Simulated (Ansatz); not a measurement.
# 1T-TiTe2 monolayer in a perpendicular field, part 2 of 2

What dipole does a perpendicular field induce in the 1T-TiTe2 monolayer? A positive field points along +c.

Ansatz 0.2.0; plane-wave DFT, PBE-D3(BJ), Ansatz PAW (set soft_1); PAW set soft_1 (the session's first sound run).

So far. Step 11 (Same geometry, cutoff 420 eV, functional LDA (run 2)): The dipole is -0.0401 e·Å. Step 12 (Response at this level): The induced dipole is that of a conductor 6.19 Å thick.

## (13) Same geometry, cutoff 420 eV, functional PBE

This step: plane-wave DFT, PBE, Ansatz PAW (set soft_1); PAW set soft_1 (Ansatz 0.2.0).

The geometry is kept and the functional is PBE; other changes against the main runs: SCF threshold 1.0e-10 → 1.0e-09 eV, k-mesh 12×12×1 → 6×6×1 and no dispersion term, which doesn't act on the electrons.

File input.yaml:

```yaml
crystal:
  lattice:
    - [3.6789816525, 0.0, 0.0]
    - [-1.8394908262, 3.1860915711, 0.0]
    - [0.0, 0.0, 21.5237496024]
  atoms:
    - { symbol: Te, position: [0.6666666667, 0.3333333333, 0.418142757] }
    - { symbol: Ti, position: [0.0, 0.0, 0.5] }
    - { symbol: Te, position: [0.3333333333, 0.6666666667, 0.581857243] }
kpoints:
  mp_grid: { grid: [6, 6, 1] }
hamiltonian:
  xc: pbe
  pseudopotentials: { kind: paw, azcp: { folder: soft_1 } }
scf:
  occupations: { method: fermi_dirac, width: 0.05 }
  convergence: { dr2_threshold: 1.0e-09 }
efield:
  axis: 3
  dipole_correction: true
  ramp_position: 0.9573
  ramp_width: 0.0855
  amplitude: 0.1
output:
  write_potential: true
  write_density: true
  volumetric_format: npy
```

Started as:

```bash
> ansatz run input.yaml --threads 4 --pin off --max-ram 6144MiB --backend cpu --events-out ev --progress --plain --runs-dir out
```

The job ended after 1.5 s (4 threads of Arm Neoverse V2, shared host; peak memory 0.47 GiB; 5.4 s of CPU time).

The dipole is 0.0401 e·Å.

## (14) Same geometry, cutoff 420 eV, functional PBE (run 2)

input.yaml, as its differences from that of step 13:

```diff
@@ -22,3 +22,3 @@
   ramp_width: 0.0855
-  amplitude: 0.1
+  amplitude: -0.1
 output:
```

It took 1.5 s on 4 threads; peak memory 0.47 GiB.

The dipole is -0.0401 e·Å.

## (15) Response at this level

This step: plane-wave DFT, PBE, Ansatz PAW (set soft_1); response to a field along the normal, atoms held; PAW set soft_1 (Ansatz 0.2.0).

The induced dipole is that of a conductor 6.20 Å thick.

## (16) Same geometry, cutoff 500 eV, functional r2SCAN

This step: plane-wave DFT, r2SCAN, Ansatz PAW (set soft_1); PAW set soft_1 (Ansatz 0.2.0).

The geometry is kept and the functional is r2SCAN; other changes against the main runs: SCF threshold 1.0e-10 → 1.0e-09 eV, cutoff 420 → 500, k-mesh 12×12×1 → 6×6×1 and no dispersion term, which doesn't act on the electrons.

input.yaml, as its differences from that of step 14:

```diff
@@ -12,3 +12,3 @@
 hamiltonian:
-  xc: pbe
+  xc: r2scan
   pseudopotentials: { kind: paw, azcp: { folder: soft_1 } }
@@ -22,3 +22,3 @@
   ramp_width: 0.0855
-  amplitude: -0.1
+  amplitude: 0.1
 output:
```

Wall time 4.2 s (4 threads); peak memory 0.88 GiB.

The dipole is 0.0397 e·Å.

## (17) Same geometry, cutoff 500 eV, functional r2SCAN (run 2)

input.yaml, as its differences from that of step 16:

```diff
@@ -22,3 +22,3 @@
   ramp_width: 0.0855
-  amplitude: 0.1
+  amplitude: -0.1
 output:
```

The job ended after 4.2 s (4 threads; peak memory 0.87 GiB; 16 s of CPU time).

The dipole is -0.0397 e·Å.

## (18) Response at this level

This step: plane-wave DFT, r2SCAN, Ansatz PAW (set soft_1); response to a field along the normal, atoms held; PAW set soft_1 (Ansatz 0.2.0).

The induced dipole is that of a conductor 6.12 Å thick.

## (19) Same geometry, cutoff 420 eV, functional HSE06

This step: plane-wave DFT, HSE06, Ansatz PAW (set soft_1); PAW set soft_1 (Ansatz 0.2.0).

The geometry is kept and the functional is HSE06; other changes against the main runs: SCF threshold 1.0e-10 → 1.0e-09 eV, k-mesh 12×12×1 → 6×6×1 and no dispersion term, which doesn't act on the electrons.

input.yaml, as its differences from that of step 17:

```diff
@@ -12,3 +12,3 @@
 hamiltonian:
-  xc: r2scan
+  xc: hse06
   pseudopotentials: { kind: paw, azcp: { folder: soft_1 } }
@@ -22,3 +22,3 @@
   ramp_width: 0.0855
-  amplitude: -0.1
+  amplitude: 0.1
 output:
```

It took 23 s on 4 threads; peak memory 3 GiB.

The dipole is 0.0396 e·Å.

## (20) Same geometry, cutoff 420 eV, functional HSE06 (run 2)

input.yaml, as its differences from that of step 19:

```diff
@@ -22,3 +22,3 @@
   ramp_width: 0.0855
-  amplitude: 0.1
+  amplitude: -0.1
 output:
```

Wall time 24 s (4 threads); peak memory 3 GiB; 89 s of CPU time.

The dipole is -0.0396 e·Å.

## (21) Side by side

Times are for 4 threads of Arm Neoverse V2, shared host. The runs compared:

```
no.  functional     field  dipole along the normal (e·Å)   time  memory (GiB)
  1         lda   0.1 V/Å                        0.04010  1.5 s          0.46
  2         lda  -0.1 V/Å                       -0.04010  1.5 s          0.46
  3         pbe   0.1 V/Å                        0.04014  1.5 s          0.47
  4         pbe  -0.1 V/Å                       -0.04014  1.5 s          0.47
  5      r2scan   0.1 V/Å                        0.03965  4.2 s          0.88
  6      r2scan  -0.1 V/Å                       -0.03965  4.2 s          0.87
  7       hse06   0.1 V/Å                        0.03959   23 s           3.0
  8       hse06  -0.1 V/Å                       -0.03958   24 s           3.0
```

## (22) Response at this level

This step: plane-wave DFT, HSE06, Ansatz PAW (set soft_1); response to a field along the normal, atoms held; PAW set soft_1 (Ansatz 0.2.0).

The induced dipole is that of a conductor 6.11 Å thick.

## (23) The same run with other settings

This step: plane-wave DFT, PBE-D3(BJ), Ansatz PAW (set soft_1) (Ansatz 0.2.0).

An input spoilt on purpose, to show how the run answers: it repeats the earlier run at 0.1 V/Å with efield.amplitude from 0.1 to 5.0, and scf.max_iter set to 75.

input.yaml, the sections that differ from step 20:

```yaml
kpoints:
  mp_grid: { grid: [12, 12, 1] }
  band_path:
    path: [[0, 0, 0], [0.5, 0, 0], [0.33333333, 0.33333333, 0], [0, 0, 0]]
    npoints: 16
hamiltonian:
  xc: pbe
  dispersion: d3bj
  pseudopotentials: { kind: paw, azcp: { folder: soft_1 } }
scf:
  occupations: { method: fermi_dirac, width: 0.05 }
  convergence: { dr2_threshold: 1.0e-10 }
  max_iter: 75
efield:
  axis: 3
  dipole_correction: true
  ramp_position: 0.9573
  ramp_width: 0.0855
  amplitude: 5.0
# crystal, output: as in step 20
```

It took 8.8 s on 4 threads; peak memory 0.52 GiB; 34 s of CPU time.

```
                     quantity  this run  earlier run  difference
dipole along the normal (e·Å)     2.089      0.04013         2.0
```

The applied field differs between the two, so the dipoles differ in any case.

In so strong a field the program warns of density in the ramp of the sawtooth; these numbers are not the system's.

## (24) The same run with other settings: basis.ecutrho_ratio = 6

Another changed input: it repeats the earlier run at 0.1 V/Å with basis.ecutrho_ratio to 6.

input.yaml, as its differences from that of step 23:

```diff
@@ -21,3 +21,2 @@
   convergence: { dr2_threshold: 1.0e-10 }
-  max_iter: 75
 efield:
@@ -27,3 +26,3 @@
   ramp_width: 0.0855
-  amplitude: 5.0
+  amplitude: 0.1
 output:
@@ -32 +31,3 @@
   volumetric_format: npy
+basis:
+  ecutrho_ratio: 6
```

It took 5.9 s on 4 threads; peak memory 0.6 GiB; 23 s of CPU time.

Numbers from this step:

| Item | Value |
| --- | --- |
| energy at zero smearing | -16462.9145 eV |
| dipole along the normal | 0.04013 e·Å |

Electronic bands along the path, in eV, zero at the Fermi level:

```
  point  band 19  band 20  band 21  band 22  band 23  band 24  band 25  band 26
      Γ    -1.35    -1.35     0.44     0.50     0.50     1.36     1.36     3.54
halfway    -2.40    -1.39    -1.16    -0.36     0.15     1.36     1.56     2.31
      M    -2.39    -1.85    -1.71    -0.53    -0.19     1.34     1.68     3.06
halfway    -2.49    -2.24    -1.96    -1.89     0.63     1.40     1.55     2.34
      K    -3.75    -2.86    -2.01    -1.99     1.23     1.27     1.27     2.53
halfway    -2.69    -1.59    -1.55    -0.96     0.59     1.16     1.57     2.22
      Γ    -1.35    -1.35     0.44     0.50     0.50     1.36     1.36     3.54
```

```
                     quantity  this run  earlier run  difference
dipole along the normal (e·Å)   0.04013      0.04013      6.3e-7
```

The dipole moves by under 0.5 % or 5e-5 e·Å.

Of the bands kept, 3 cross the Fermi level on this path.

## (25) What came out

| Property | Result |
| --- | --- |
| gap without field | none |
| work function, upper face | 4.77 eV |
| equivalent conductor thickness, atoms held | 6.20 Å |
| equivalent conductor thickness, LDA | 6.19 Å |
| equivalent conductor thickness, PBE | 6.20 Å |
| equivalent conductor thickness, r2SCAN | 6.12 Å |
| equivalent conductor thickness, HSE06 | 6.11 Å |

What this shows: The induced dipole equals that of a perfect conductor 6.20 Å thick, while the outer atoms lie 3.52 Å apart. Across the functionals the thickness runs from 6.11 to 6.20 Å; those runs use a coarser k-mesh, so they are to be compared with each other. There is no gap over 0.03 eV, with or without the field. The main runs have no spin polarisation; a magnetic state could lie lower and would change these results. Spin-orbit coupling is left out, which matters for the bands of elements this heavy.

[Logs are printed without paths, hosts, clocks, repeated set-up lines and the standing remarks that a program may print on its own settings, such as how far it seeks lower states.]

[Hosts, paths, dates, database ids (printed as entryN), source tags and the programs' standing remarks are cut or masked in the printed files.]

[Maps of the electrostatic potential energy from Ansatz leave out the sawtooth potential of an applied field or a dipole correction, so their vacuum need not be flat; planar profiles and work functions include it.]
